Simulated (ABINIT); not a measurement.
**Diamond (Fd-3m, 2 atoms a cell): G0W0 on several meshes in ABINIT**

How does the mesh move the gap of Diamond (Fd-3m, 2 atoms a cell)?

Calculated with ABINIT 10.8.3; PBE and many-body steps on it, plane waves.

## 1. The structure

The structure is cubic, space group Fd-3m (No. 227). The conventional cell has a = 3.567 Å, b = 3.567 Å, c = 3.567 Å, α = 90.00°, β = 90.00°, γ = 90.00°. C has 4 C at 1.54 Å nearest.

Structure file:

```cif
data_structure
_symmetry_space_group_name_H-M 'P 1'
_symmetry_Int_Tables_number 1
_cell_length_a 2.5221
_cell_length_b 2.5221
_cell_length_c 2.5221
_cell_angle_alpha 60.000
_cell_angle_beta 60.000
_cell_angle_gamma 60.000
_cell_volume 11.34
loop_
_atom_site_label
_atom_site_type_symbol
_atom_site_fract_x
_atom_site_fract_y
_atom_site_fract_z
_atom_site_occupancy
C1 C 0.00000 0.00000 0.00000 1
C2 C 0.25000 0.25000 0.25000 1
```

The cell and positions come from the Crystallography Open Database and are kept as given unless a step says otherwise.

## 2. Empty states on the mesh, 8×8×8 mesh, 299 bands

This step: ABINIT 10.8.3; DFT, PBE, plane waves, norm-conserving pseudopotentials.

The sums over transitions need many empty states on a uniform mesh; this step solves for them.

run.abi

```
acell 3*1.0 Angstrom
rprim 
  -0.000000000000 1.783370000000 1.783370000000
  1.783370000000 -0.000000000000 1.783370000000
  1.783370000000 1.783370000000 0.000000000000
ntypat 1
znucl 6
natom 2
typat 1 1
xred 
  0.000000000000 0.000000000000 -0.000000000000
  0.250000000000 0.250000000000 0.250000000000
pp_dirpath "pseudos"
pseudos "C.upf"
ecut 37
ngkpt 8 8 8
nshiftk 1
shiftk 0 0 0
kptopt 1
chksymbreak 0
irdden 1
istwfk *1
nband 299
prtvol 0
optdriver 6
gwr_task "HDIAGO"
paral_kgb 0
occopt 1
indata_prefix "in"
outdata_prefix "out"
tmpdata_prefix "tmp"
```

Run with:

```console
$ OMP_NUM_THREADS=1 mpirun -n 4 abinit run.abi > log
```

What it wrote:

```text
.Version 10.8.3 of ABINIT. v10.8.2 released Aug 2026.

 Symmetries : space group Fd -3 m (#227); Bravais cF (face-center cubic)
[... echo of the input left out ...]
== DATASET  1 ==================================================================
-   mpi_nproc: 4, omp_nthreads: 1 (-1 if OMP is not activated)

--- !DatasetInfo
iteration_state: {dtset: 1, }
dimensions: {natom: 2, nkpt: 29, mband: 299, nsppol: 1, nspinor: 1, nspden: 1, mpw: 869, }
cutoff_energies: {ecut:  37.0, pawecutdg:  -1.0, }
[...]
Indirect band gap semiconductor
 Fundamental gap:     4.190 (eV)
   VBM:    10.293 (eV) at k: [ 0.0000E+00,  0.0000E+00,  0.0000E+00]
   CBM:    14.483 (eV) at k: [ 3.7500E-01,  3.7500E-01,  0.0000E+00]
 Direct gap:         5.626 (eV) at k: [ 0.0000E+00,  0.0000E+00,  0.0000E+00]

== END DATASET(S) ==============================================================
================================================================================

 -outvars: echo values of variables after computation  --------
           etotal      0.0000000000E+00
            nband         299
             nkpt          29
          spgroup         227
 [... the other variables as echoed above ...]

 Calculation completed.
```

Wall time 8.6 s (4 MPI ranks of Arm Neoverse V1, shared host); peak memory 0.33 GiB.

Numbers from this step:

* gap: 4.190 eV
* k of the valence top: 0, 0, 0
* k of the conduction bottom: 0.375, 0.375, 0
* least direct gap: 5.626 eV
* k points computed: 29
* lowest point of the top converged band, above the valence top: 465.2335 eV

On this mesh the gap is 4.190 eV.

The density comes from a self-consistent run that is not shown.

## 3. Screening, 8×8×8 mesh, 61 bands, screening to 203.5 eV

The RPA dielectric matrix is built and inverted for each q.

This step: RPA screening on PBE, plane waves, norm-conserving pseudopotentials.

run.abi: that of step 2 with these lines changed.

```diff
@@ -20,10 +20,11 @@
 chksymbreak 0
-irdden 1
 istwfk *1
-nband 299
-prtvol 0
-optdriver 6
-gwr_task "HDIAGO"
-paral_kgb 0
 occopt 1
+irdwfk 1
+optdriver 3
+nband 61
+ecuteps 7.48
+inclvkb 2
+awtr 1
+symchi 1
 indata_prefix "in"
```

What it wrote:

```text
.Version 10.8.3 of ABINIT. v10.8.2 released Aug 2026.

 Symmetries : space group Fd -3 m (#227); Bravais cF (face-center cubic)
[... echo of the input left out ...]
== DATASET  1 ==================================================================
-   mpi_nproc: 4, omp_nthreads: 1 (-1 if OMP is not activated)

--- !DatasetInfo
iteration_state: {dtset: 1, }
dimensions: {natom: 2, nkpt: 29, mband: 61, nsppol: 1, nspinor: 1, nspden: 1, mpw: 869, }
cutoff_energies: {ecut:  37.0, pawecutdg:  -1.0, }
electrons: {nelect:   8.00000000E+00, charge:   0.00000000E+00, occopt:   1.00000000E+00, tsmear:   1.00000000E-02, }

 SCREENING: Calculation of the susceptibility and dielectric matrices

 Based on a program developped by R.W. Godby, V. Olevano, G. Onida, and L. Reining.
 Incorporated in ABINIT by V. Olevano, G.-M. Rignanese, and M. Torrent.
.Using double precision arithmetic ; gwpc =  8

[... cell and pseudopotentials left out ...]
--------------------------------------------------------------------------------

 ==== K-mesh for the wavefunctions ====
 Number of points in the irreducible wedge :    29
[... list of points left out ...]
 Together with 48 symmetry operations and time-reversal symmetry
 yields   512 points in the full Brillouin Zone.

 ==== Q-mesh for the screening function ====
 Number of points in the irreducible wedge :    29
[... list of points left out ...]
 Together with 48 symmetry operations and time-reversal symmetry
 yields   512 points in the full Brillouin Zone.

 setmesh: FFT mesh size selected  =    20x   20x   20
          total number of points  =         8000

 vcoul_init : cutoff-mode = AUXILIARY_FUNCTION
 q-points for optical limit:   1
     1)      0.000010    0.000020    0.000030

- screening: taking advantage of time-reversal symmetry
- Maximum band index for partially occupied states nbvw = 4
- Remaining bands to be divided among processors   nbcw = 57
- Number of bands treated by each node ~14

 Number of electrons calculated from density =    8.0000; Expected =    8.0000
 average of density, n =  0.104505
 r_s =    1.3170
 omega_plasma =   31.1835 [eV]

 calculating chi0 at frequencies [eV] :
  1    0.000000E+00    0.000000E+00
  2    0.000000E+00    3.118352E+01

--------------------------------------------------------------------------------
  q-point number  1        q = ( 0.000000, 0.000000, 0.000000) [r.l.u.]
--------------------------------------------------------------------------------
[... chi0 elements left out ...]
 For q-point:  0.000010 0.000020 0.000030
  dielectric constant =   5.5300
  dielectric constant without local fields =   5.9486

  Average fulfillment of the sum rule on Im[epsilon] for q-point    1 :     88.18  [%]
[... wings left out ...]
  q-point number  2        q = ( 0.125000, 0.000000, 0.000000) [r.l.u.]
--------------------------------------------------------------------------------
[... chi0 elements left out ...]
  Average fulfillment of the sum rule on Im[epsilon] for q-point    2 :     97.84  [%]

 [... 27 further q-points ...]
```

Wall time 36 s (4 MPI ranks); peak memory 0.63 GiB; 2.4 min of CPU time.

This step gave:

| Quantity | Value |
| --- | --- |
| ε∞ with local fields, on this mesh, along the program's q direction | 5.53 |
| the same without local fields | 5.949 |
| plasma frequency | 31.18 eV |
| plane waves in the screening matrix | 65 |

Local fields lower ε∞ by 7 %.

## 4. 8×8×8

The self-energy is evaluated for the states that the input lists, and the levels follow from it, in one-shot runs by the linearised quasiparticle equation.

This step: G0W0 on PBE, plane waves, norm-conserving pseudopotentials.

run.abi: that of step 3 with these lines changed.

```diff
@@ -23,8 +23,21 @@
 irdwfk 1
-optdriver 3
+optdriver 4
 nband 61
+gwcalctyp 0
+ecutsigx 37
+symsigma 1
+nkptgw 4
+kptgw 
+  0.0000000000 0.0000000000 0.0000000000
+  0.3750000000 0.3750000000 0.0000000000
+  0.5000000000 0.0000000000 0.0000000000
+  0.5000000000 0.5000000000 0.0000000000
+bdgw 
+  2 7
+  3 6
+  3 6
+  3 6
 ecuteps 7.48
-inclvkb 2
-awtr 1
-symchi 1
+irdscr 1
+ppmodel 1
 indata_prefix "in"
```

What it wrote:

```text
.Version 10.8.3 of ABINIT. v10.8.2 released Aug 2026.

 Symmetries : space group Fd -3 m (#227); Bravais cF (face-center cubic)
[... echo of the input left out ...]
== DATASET  1 ==================================================================
-   mpi_nproc: 4, omp_nthreads: 1 (-1 if OMP is not activated)

--- !DatasetInfo
iteration_state: {dtset: 1, }
dimensions: {natom: 2, nkpt: 29, mband: 61, nsppol: 1, nspinor: 1, nspden: 1, mpw: 869, }
cutoff_energies: {ecut:  37.0, pawecutdg:  -1.0, }
electrons: {nelect:   8.00000000E+00, charge:   0.00000000E+00, occopt:   1.00000000E+00, tsmear:   1.00000000E-02, }

 SIGMA: Calculation of the GW corrections

 Based on a program developped by R.W. Godby, V. Olevano, G. Onida, and L. Reining.
 Incorporated in ABINIT by V. Olevano, G.-M. Rignanese, and M. Torrent.
.Using double precision arithmetic ; gwpc =  8

[... cell and pseudopotentials left out ...]
--------------------------------------------------------------------------------

 ==== K-mesh for the wavefunctions ====
 Number of points in the irreducible wedge :    29
[... list of points left out ...]
 Together with 48 symmetry operations and time-reversal symmetry
 yields   512 points in the full Brillouin Zone.

 ==== Q-mesh for screening function ====
 Number of points in the irreducible wedge :    29
[... list of points left out ...]
 Together with 48 symmetry operations and time-reversal symmetry
 yields   512 points in the full Brillouin Zone.

 vcoul_init : cutoff-mode = AUXILIARY_FUNCTION
 q-points for optical limit:   1
     1)      0.000010    0.000020    0.000030
 setmesh: FFT mesh size selected  =    32x   32x   32
          total number of points  =        32768

 Number of electrons calculated from density =    8.0000; Expected =    8.0000
 average of density, n =  0.104505
 r_s =    1.3170
 omega_plasma =   31.1835 [eV]

 === KS Band Gaps ===
  >>>> For spin  1
   Minimum direct gap =   5.6255 [eV], located at k-point      :   0.0000  0.0000  0.0000
   Fundamental gap    =   4.1901 [eV], Top of valence bands at :   0.0000  0.0000  0.0000
                                       Bottom of conduction at :   0.3750  0.3750  0.0000
 SIGMA fundamental parameters:
 PLASMON POLE MODEL  1
 number of plane-waves for SigmaX                  869
 number of plane-waves for SigmaC and W             65
 number of plane-waves for wavefunctions           869
 number of bands                                    61
 number of independent spin polarizations            1
 number of spinorial components                      1
 number of k-points in IBZ                          29
 number of q-points in IBZ                          29
 number of symmetry operations                      48
 number of k-points in BZ                          512
 number of q-points in BZ                          512
 number of frequencies for dSigma/dE                 9
 frequency step for dSigma/dE [eV]                0.25
 number of omega for Sigma on real axis              0
 max omega for Sigma on real axis  [eV]           0.00
 zcut for avoiding poles [eV]                     0.10

 EPSILON^-1 parameters (SCR file):
 dimension of the eps^-1 matrix on file             65
 dimension of the eps^-1 matrix used                65
 number of plane-waves for wavefunctions           869
 number of bands                                    61
 number of q-points in IBZ                          29
 number of frequencies                               2
 number of real frequencies                          1
 number of imag frequencies                          1

 matrix elements of self-energy operator (all in [eV])

 Perturbative Calculation

--- !SelfEnergy_ee
iteration_state: {dtset: 1, }
kpoint     : [   0.000,    0.000,    0.000, ]
spin       : 1
KS_gap     :    5.626
QP_gap     :    7.355
Delta_QP_KS:    1.730
data: !SigmaeeData |
     Band     E0 <VxcDFT>   SigX SigC(E0)      Z dSigC/dE  Sig(E)    E-E0       E
        2  10.293 -16.962 -19.293   1.584   0.832  -0.202 -17.583  -0.621   9.672
        3  10.293 -16.962 -19.293   1.584   0.832  -0.202 -17.583  -0.621   9.672
        4  10.293 -16.962 -19.293   1.584   0.832  -0.202 -17.583  -0.621   9.672
        5  15.918 -15.643  -9.539  -4.773   0.833  -0.201 -14.534   1.109  17.027
        6  15.918 -15.643  -9.539  -4.773   0.833  -0.201 -14.534   1.109  17.027
        7  15.918 -15.643  -9.539  -4.773   0.833  -0.201 -14.534   1.109  17.027

--- !SelfEnergy_ee
iteration_state: {dtset: 1, }
kpoint     : [   0.375,    0.375,    0.000, ]
spin       : 1
KS_gap     :    9.944
QP_gap     :   11.585
Delta_QP_KS:    1.640
data: !SigmaeeData |
     Band     E0 <VxcDFT>   SigX SigC(E0)      Z dSigC/dE  Sig(E)    E-E0       E
[...]
--- !SelfEnergy_ee
iteration_state: {dtset: 1, }
kpoint     : [   0.500,    0.000,    0.000, ]
spin       : 1
KS_gap     :   11.329
QP_gap     :   13.345
Delta_QP_KS:    2.017
data: !SigmaeeData |
     Band     E0 <VxcDFT>   SigX SigC(E0)      Z dSigC/dE  Sig(E)    E-E0       E
[...]
--- !SelfEnergy_ee
iteration_state: {dtset: 1, }
kpoint     : [   0.500,    0.500,    0.000, ]
spin       : 1
KS_gap     :   11.141
QP_gap     :   12.753
Delta_QP_KS:    1.611
data: !SigmaeeData |
     Band     E0 <VxcDFT>   SigX SigC(E0)      Z dSigC/dE  Sig(E)    E-E0       E
[...]
4   3.977 -15.916 -20.638   3.425   0.815  -0.228 -16.973  -1.057   2.920
        5  15.119 -13.579  -8.066  -4.856   0.844  -0.184 -13.025   0.554  15.673
        6  15.119 -13.579  -8.066  -4.856   0.844  -0.184 -13.025   0.554  15.673

== END DATASET(S) ==============================================================
================================================================================

 -outvars: echo values of variables after computation  --------
           etotal      0.0000000000E+00
            nband          61
             nkpt          29
          spgroup         227
 [... the other variables as echoed above ...]

 Calculation completed.
```

The job ended after 6.7 s (4 MPI ranks; peak memory 0.58 GiB).

Numbers from this step:

```
G0W0 gap on the mesh                         : 5.427 eV
starting gap on the mesh                     : 4.190 eV
k of the valence top                         : 0, 0, 0
k of the conduction bottom                   : 0.375, 0.375, 0
Z at the valence top                         : 0.832
Z at the conduction bottom                   : 0.842
least direct G0W0 gap on the computed points : 7.355 eV
```

The gap on the mesh goes from 4.19 eV to 5.43 eV, a correction of +1.24 eV.

## 5. Empty states on the mesh, 6×6×6 mesh, 69 bands

This step: DFT, PBE, plane waves, norm-conserving pseudopotentials.

run.abi

```
acell 3*1.0 Angstrom
rprim 
  -0.000000000000 1.783370000000 1.783370000000
  1.783370000000 -0.000000000000 1.783370000000
  1.783370000000 1.783370000000 0.000000000000
ntypat 1
znucl 6
natom 2
typat 1 1
xred 
  0.000000000000 0.000000000000 -0.000000000000
  0.250000000000 0.250000000000 0.250000000000
pp_dirpath "pseudos"
pseudos "C.upf"
ecut 37
ngkpt 6 6 6
nshiftk 1
shiftk 0 0 0
kptopt 1
chksymbreak 0
irdden 1
istwfk *1
nband 69
prtvol 0
optdriver 6
gwr_task "HDIAGO"
paral_kgb 0
occopt 1
indata_prefix "in"
outdata_prefix "out"
tmpdata_prefix "tmp"
```

What it wrote:

```text
[banner, memory and clock lines left out]
.Version 10.8.3 of ABINIT. v10.8.2 released Aug 2026.

 Symmetries : space group Fd -3 m (#227); Bravais cF (face-center cubic)
[... echo of the input left out ...]
== DATASET  1 ==================================================================
-   mpi_nproc: 4, omp_nthreads: 1 (-1 if OMP is not activated)

--- !DatasetInfo
iteration_state: {dtset: 1, }
dimensions: {natom: 2, nkpt: 16, mband: 69, nsppol: 1, nspinor: 1, nspden: 1, mpw: 869, }
cutoff_energies: {ecut:  37.0, pawecutdg:  -1.0, }
[...]
Integrated=    8.0000E+00

 === KS gaps after direct diagonalization ===
 Indirect band gap semiconductor
 Fundamental gap:     4.207 (eV)
   VBM:    10.293 (eV) at k: [ 0.0000E+00,  0.0000E+00,  0.0000E+00]
   CBM:    14.500 (eV) at k: [ 3.3333E-01,  3.3333E-01,  0.0000E+00]
 Direct gap:         5.626 (eV) at k: [ 0.0000E+00,  0.0000E+00,  0.0000E+00]

== END DATASET(S) ==============================================================

 -outvars: echo values of variables after computation  --------
           etotal      0.0000000000E+00
            nband          69
             nkpt          16
          spgroup         227
 [... the other variables as echoed above ...]

 Calculation completed.
```

Run time: 4.4 s. Hardware: 4 MPI ranks; peak memory 0.29 GiB.

This step gave:

| Property | Result |
| --- | --- |
| gap | 4.207 eV |
| k of the valence top | 0, 0, 0 |
| k of the conduction bottom | 0.3333, 0.3333, 0 |
| least direct gap | 5.626 eV |
| k points computed | 16 |
| lowest point of the top converged band, above the valence top | 146.2969 eV |

On this mesh the gap is 4.207 eV.

## 6. Screening, 6×6×6 mesh, 61 bands, screening to 203.5 eV

This step: RPA screening on PBE, plane waves, norm-conserving pseudopotentials.

run.abi: that of step 5 with these lines changed.

```diff
@@ -20,10 +20,11 @@
 chksymbreak 0
-irdden 1
 istwfk *1
-nband 69
-prtvol 0
-optdriver 6
-gwr_task "HDIAGO"
-paral_kgb 0
 occopt 1
+irdwfk 1
+optdriver 3
+nband 61
+ecuteps 7.48
+inclvkb 2
+awtr 1
+symchi 1
 indata_prefix "in"
```

What it wrote:

```text
.Version 10.8.3 of ABINIT. v10.8.2 released Aug 2026.

 Symmetries : space group Fd -3 m (#227); Bravais cF (face-center cubic)
[... echo of the input left out ...]
== DATASET  1 ==================================================================
-   mpi_nproc: 4, omp_nthreads: 1 (-1 if OMP is not activated)

--- !DatasetInfo
iteration_state: {dtset: 1, }
dimensions: {natom: 2, nkpt: 16, mband: 61, nsppol: 1, nspinor: 1, nspden: 1, mpw: 869, }
cutoff_energies: {ecut:  37.0, pawecutdg:  -1.0, }
electrons: {nelect:   8.00000000E+00, charge:   0.00000000E+00, occopt:   1.00000000E+00, tsmear:   1.00000000E-02, }

 SCREENING: Calculation of the susceptibility and dielectric matrices

 Based on a program developped by R.W. Godby, V. Olevano, G. Onida, and L. Reining.
 Incorporated in ABINIT by V. Olevano, G.-M. Rignanese, and M. Torrent.
.Using double precision arithmetic ; gwpc =  8

[... cell and pseudopotentials left out ...]
--------------------------------------------------------------------------------

 ==== K-mesh for the wavefunctions ====
 Number of points in the irreducible wedge :    16
[... list of points left out ...]
 Together with 48 symmetry operations and time-reversal symmetry
 yields   216 points in the full Brillouin Zone.

 ==== Q-mesh for the screening function ====
 Number of points in the irreducible wedge :    16
[... list of points left out ...]
 Together with 48 symmetry operations and time-reversal symmetry
 yields   216 points in the full Brillouin Zone.

 setmesh: FFT mesh size selected  =    20x   20x   20
          total number of points  =         8000

 vcoul_init : cutoff-mode = AUXILIARY_FUNCTION
 q-points for optical limit:   1
     1)      0.000010    0.000020    0.000030

- screening: taking advantage of time-reversal symmetry
- Maximum band index for partially occupied states nbvw = 4
- Remaining bands to be divided among processors   nbcw = 57
- Number of bands treated by each node ~14

 Number of electrons calculated from density =    8.0000; Expected =    8.0000
 average of density, n =  0.104505
 r_s =    1.3170
 omega_plasma =   31.1835 [eV]

 calculating chi0 at frequencies [eV] :
  1    0.000000E+00    0.000000E+00
  2    0.000000E+00    3.118352E+01

--------------------------------------------------------------------------------
  q-point number  1        q = ( 0.000000, 0.000000, 0.000000) [r.l.u.]
--------------------------------------------------------------------------------
[... chi0 elements left out ...]
 For q-point:  0.000010 0.000020 0.000030
  dielectric constant =   5.7566
  dielectric constant without local fields =   6.1859

  Average fulfillment of the sum rule on Im[epsilon] for q-point    1 :     88.17  [%]
[... wings left out ...]
  q-point number  2        q = ( 0.166667, 0.000000, 0.000000) [r.l.u.]
--------------------------------------------------------------------------------
[... chi0 elements left out ...]
  Average fulfillment of the sum rule on Im[epsilon] for q-point    2 :     97.21  [%]

 [... 14 further q-points ...]
```

It took 8.6 s on 4 MPI ranks; peak memory 0.43 GiB; 34 s of CPU time.

Numbers from this step:

```yaml
eps_infinity_with_local_fields_on_this_mesh_along_the_program_s_q_direction: 5.757
the_same_without_local_fields: 6.186
plasma_frequency: 31.18 eV
plane_waves_in_the_screening_matrix: 65
```

(Continued in part 2 of 3.)

[Paths, hosts, dates, memory and timing lines, banners, echoed tables and standing remarks are left out of the program output.]

[Logs are printed without paths, hosts, clocks, repeated set-up lines and the standing remarks that a program may print on its own settings, such as how far it seeks lower states.]

[Runs of the session that timed out or met a known fault of the program may be left out.]

[Hosts, paths, dates, database ids (printed as entryN), source tags and the programs' standing remarks are cut or masked in the printed files.]

[G0W0 gaps are taken among the corrected bands and points alone; a level outside them can change the order at an edge.]

[Where Ansatz stands beside ABINIT at settings called matched, ABINIT's density can come from a denser mesh and the files from another edition; pairs whose starting gaps differed by over 0.03 eV were left out, so agreement reads better than it is.]
